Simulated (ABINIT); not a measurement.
Planning a run of ABINIT 10.8.3 on CsH (Fm-3m). The input:

```
acell 3*1.0 Angstrom
rprim 
  -0.000000000000 3.188000000000 3.188000000000
  3.188000000000 -0.000000000000 3.188000000000
  3.188000000000 3.188000000000 -0.000000000000
ntypat 2
znucl 55 1
natom 2
typat 1 2
xred 
  0.000000000000 0.000000000000 0.000000000000
  0.500000000000 0.500000000000 0.500000000000
pp_dirpath "pseudos"
pseudos "Cs.upf, H.upf"
ecut 31
ngkpt 4 4 4
nshiftk 1
shiftk 0 0 0
kptopt 1
chksymbreak 0
istwfk *1
occopt 1
irdwfk 1
optdriver 3
nband 110
ecuteps 6.5
inclvkb 2
awtr 1
symchi 1
indata_prefix "in"
outdata_prefix "out"
tmpdata_prefix "tmp"
```

The database entry behind the starting cell differs from later determinations by our own check (0.1 to 0.3 % short, probably kX units), so it need not match the best structure at ambient conditions.

```sh
OMP_NUM_THREADS=1 mpirun -n 4 abinit run.abi > log
```

Q: Estimate wall time and host memory on 4 MPI ranks of Arm Neoverse V2, shared host.

It took 17 s; on shared hardware allow 8.4 s to 34 s. Peak host memory was 0.97 GiB.

[Paths, hosts, dates, memory and timing lines, banners, echoed tables and standing remarks are left out of the program output.]

[Logs are printed without paths, hosts, clocks, repeated set-up lines and the standing remarks that a program may print on its own settings, such as how far it seeks lower states.]

[Runs of the session that timed out or met a known fault of the program may be left out.]

[Hosts, paths, dates, database ids (printed as entryN), source tags and the programs' standing remarks are cut or masked in the printed files.]

[G0W0 gaps are taken among the corrected bands and points alone; a level outside them can change the order at an edge.]

[Where Ansatz stands beside ABINIT at settings called matched, ABINIT's density can come from a denser mesh and the files from another edition; pairs whose starting gaps differed by over 0.03 eV were left out, so agreement reads better than it is.]
